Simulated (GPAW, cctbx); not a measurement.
## How far are the atoms of Ti3NbC4 from free atoms?

Question: by how much does bonding change the structure factors of Ti3NbC4?

The cell is our own: ordered rocksalt alloy in the eight-atom cube, 1 of 4 Ti sites given to Nb. All numbers below are calculated.

### 1. Relax the structure

The density hangs on the geometry, so cell and atoms are relaxed first, with the symmetry held. The cutoff is set higher than for the density because stress converges slowly with plane waves.

Settings: GPAW 26.7.0, PBE, 650 eV, 5×5×5 k-points, Fermi–Dirac width 0.1 eV, BFGS to 0.02 eV/Å.

```text
cell
1.0
     4.380000000    0.000000000    0.000000000
     0.000000000    4.380000000    0.000000000
     0.000000000    0.000000000    4.380000000
Nb C Ti
1 4 3
Direct
0.000000000 0.000000000 0.000000000
0.500000000 0.000000000 0.000000000
0.500000000 0.500000000 0.500000000
0.000000000 0.000000000 0.500000000
0.000000000 0.500000000 0.000000000
0.000000000 0.500000000 0.500000000
0.500000000 0.000000000 0.500000000
0.500000000 0.500000000 0.000000000
```

```console
$ OMP_NUM_THREADS=1 mpirun -n 4 gpaw python run.py > gpaw.log
```

```text
BFGS:    0      -73.546841        0.048029
BFGS:    1      -73.546935        0.043529
BFGS:    2      -73.546058        0.000332
cell  4.3760 4.3760 4.3760  90.00 90.00 90.00
volume 83.797 A^3, largest force 0.000 eV/A, largest stress 0.01 GPa
```

After 2 steps the volume has changed by -0.3 % and the energy by +0.001 eV; the largest stress left is 0.01 GPa. It took 61 s on 4 cores of Arm Neoverse N1 (shared host), peak memory 0.86 GiB.

Relaxed structure: Pm-3m (no. 221), a = 4.3760 Å, b = 4.3760 Å, c = 4.3760 Å, α = 90.00°, β = 90.00°, γ = 90.00°.

| atom | mult. | x | y | z |
| --- | --- | --- | --- | --- |
| Nb1 | 1 | 0 | 0 | 0 |
| Ti1 | 3 | 0 | 1/2 | 1/2 |
| C1 | 3 | 1/2 | 0 | 0 |
| C2 | 1 | 1/2 | 1/2 | 1/2 |

### 2. The all-electron density

X-rays see the whole electron density, so the PAW density is rebuilt with its core regions. Subtracting spherical free atoms from the same code cancels the cores and leaves the deformation density Δρ, the part due to bonding.

Settings: PBE, 600 eV, 7×7×7 k-points, Fermi–Dirac width 0.1 eV; primitive cell of 8 atoms.

```console
$ OMP_NUM_THREADS=1 mpirun -n 4 gpaw python run.py > gpaw.log
```

```text
|iter:   1|       0s |  -85.006889 | +0.07 |       |
|iter:   2|       2s |  -81.158294 | -0.87 | -0.77 |
|iter:   3|       4s |  -73.437606 | +0.48 | -0.85 |
...
|iter:  11|      20s |  -73.521607c| -6.04 | -4.45c|
|iter:  12|      22s |  -73.521604c| -6.93 | -4.74c|
|iter:  13|      24s |  -73.521603c| -7.51c| -5.22c|
```

```text
grid (50, 50, 50)  electrons 131.000  moved by bonding 2.113 e
deformation density beyond 0.5 A of the nuclei: max 0.133, min -0.202 e/A^3
atom        x       y       z   Voronoi charge  moment
Nb1    0.0000  0.0000  0.0000      0.762       0.00
Ti2    0.0000  0.5000  0.5000      0.359       0.00
Ti3    0.5000  0.0000  0.5000      0.359       0.00
Ti4    0.5000  0.5000  0.0000      0.359       0.00
C 5    0.5000  0.0000  0.0000     -0.474       0.00
C 6    0.5000  0.5000  0.5000     -0.417       0.00
C 7    0.0000  0.0000  0.5000     -0.474       0.00
C 8    0.0000  0.5000  0.0000     -0.474       0.00
mean inner potential of superposed free atoms 26.265 V
total magnetic moment 0.000 muB
```

Deformation density in a plane through the shortest contact of the Nb atom at the origin, in 0.01 e/Å³ (clipped at ±99); x from -1.6 to 3.8 Å, y from 2.4 down to -2.4 Å:

```text
  2   3   9   8   .   .   8   8   3   2   .   .   2   2   8   9
  3   3   9   7   .   .   8   9   3   3   .   .   4   2   8   9
 -7  -1   6  10  12  12   9   5  -1  -7   3   4  -7  -2   5   9
  0   0   1   4   7   7   3   1   0   0   4   4   0   0   1   3
  7   2  -5 -12  -8  -8 -12  -4   3   7   9   9   7   3  -3 -11
 10   6  -9 -14   .   . -15  -7   7  10   .   .  10   8  -6 -15
 12   9  -5   1   .   .   0  -4  10  11   .   .  11  11  -3  -2
 10   6  -9 -14   .   . -15  -7   7  10   .   .  10   8  -6 -15
  7   2  -5 -12  -8  -8 -12  -4   3   7   9   9   7   3  -3 -11
  0   0   1   4   7   7   3   1   0   0   4   4   0   0   1   3
 -7  -1   6  10  12  12   9   5  -1  -7   3   4  -7  -2   5   9
  3   3   9   7   .   .   8   9   3   3   .   .   4   2   8   9
  2   3   9   8   .   .   8   8   3   2   .   .   2   2   8   9
```

Atoms in or within 0.15 Å of the plane: Nb (0.0, 0.0), Ti (2.2, 2.2), Ti (2.2, -2.2), C (2.2, 0.0), C (0.0, 2.2), C (0.0, -2.2) Å. Dots mark points within about 0.45 Å of a nucleus; large values next to them are atomic features.

C gains most (-0.46 e) and Nb loses most (+0.76 e), in averages over each element's sites; C is the most electronegative element, but the order of the others doesn't follow electronegativity. Such charges fall far short of formal ones, since overlapping free atoms already put density on their neighbours. Along the shortest contact from the Nb atom at the map's origin, Nb–C at 2.19 Å, Δρ is +0.03 e/Å³ at the midpoint and highest, +0.13, 1.49 Å from Nb (points within 0.5 Å of a nucleus left out): little sits at the middle, as in a polar contact, whose build-up shifts to the more electronegative atom. At the midpoints of other shortest contacts it is +0.07 (Ti–C, 2.19 Å), 0.00 (Nb–Ti, 3.09 Å) and -0.01 (Ti–Ti, 3.09 Å) e/Å³. Point values carry grid noise of about 0.01 e/Å³. The run needed 13 iterations, 43 s.

### 3. From the density to structure factors

The Fourier components of Δρ, added to those of the free atoms, give the static X-ray structure factors; the Mott–Bethe relation turns them into the Fourier components V of the potential that fast electrons feel.

```text
static structure factors of the conventional cell: F in electrons, V (Mott-Bethe) in volts
   h  k  l      d  |F| table  |F| free   |F| DFT   change   |V| free  |V| DFT  change %
   0  1  0  4.3760    17.962    17.911    17.694   -0.217     1.140    1.368     19.9
   0  1  1  3.0943    17.015    17.038    16.827   -0.211     1.028    1.138     10.8
   1  1  1  2.5265    66.388    66.192    64.657   -1.535     5.868    6.404      9.1
   0  2  0  2.1880    89.252    89.103    89.433    0.330    10.971   10.885     -0.8
   0  2  1  1.9570    15.247    15.259    15.236   -0.023     0.784    0.789      0.6
   1  2  1  1.7865    14.839    14.851    14.853    0.002     0.724    0.724     -0.0
   0  2  2  1.5471    73.918    73.949    73.759   -0.190     7.470    7.495      0.3
   1  2  2  1.4587    13.900    13.934    14.020    0.086     0.590    0.580     -1.7
   0  3  0  1.4587    13.900    13.934    14.107    0.173     0.590    0.569     -3.4
   0  3  1  1.3838    13.658    13.696    13.809    0.113     0.556    0.544     -2.1
   1  3  1  1.3194    50.500    50.551    50.812    0.261     3.090    3.065     -0.8
   2  2  2  1.2632    64.859    64.993    64.736   -0.257     5.761    5.784      0.4
   0  3  2  1.2137    13.068    13.102    13.199    0.097     0.475    0.467     -1.6
   1  3  2  1.1695    12.904    12.931    13.001    0.070     0.454    0.449     -1.1
```

The largest X-ray change is -1.53 e on 111, 2.3 % of |F|. For electrons V goes as (Z − F)/g², so a change of F counts against Z − F, which is small at low angle and wherever the atoms' terms cancel: |V| of 010 moves by +19.9 % (1.14 to 1.37 V) against -1.2 % in |F|. The tabulated Hartree–Fock atoms differ from the free DFT atoms by up to 0.20 e, so the choice of reference atom matters too.

### 4. Answer

Bonding moves 2.11 e in the primitive cell of Ti3NbC4 and changes the structure factors of the conventional cell in the table above by at most 1.53 e (111, 2.3 %). The shortest bond, Nb–C, has Δρ = +0.03 e/Å³ at its midpoint, low for a shared bond; with the charge transfer this is a polar contact. Limits: static density, frozen cores, no spin–orbit coupling.

[Outputs are excerpts: Python notices, other lines and further rows are left out; steps that failed or that the build refused (PBEsol, TPSS) are not shown.]

[Logs are printed without paths, hosts, clocks, repeated set-up lines and the standing remarks that a program may print on its own settings, such as how far it seeks lower states.]
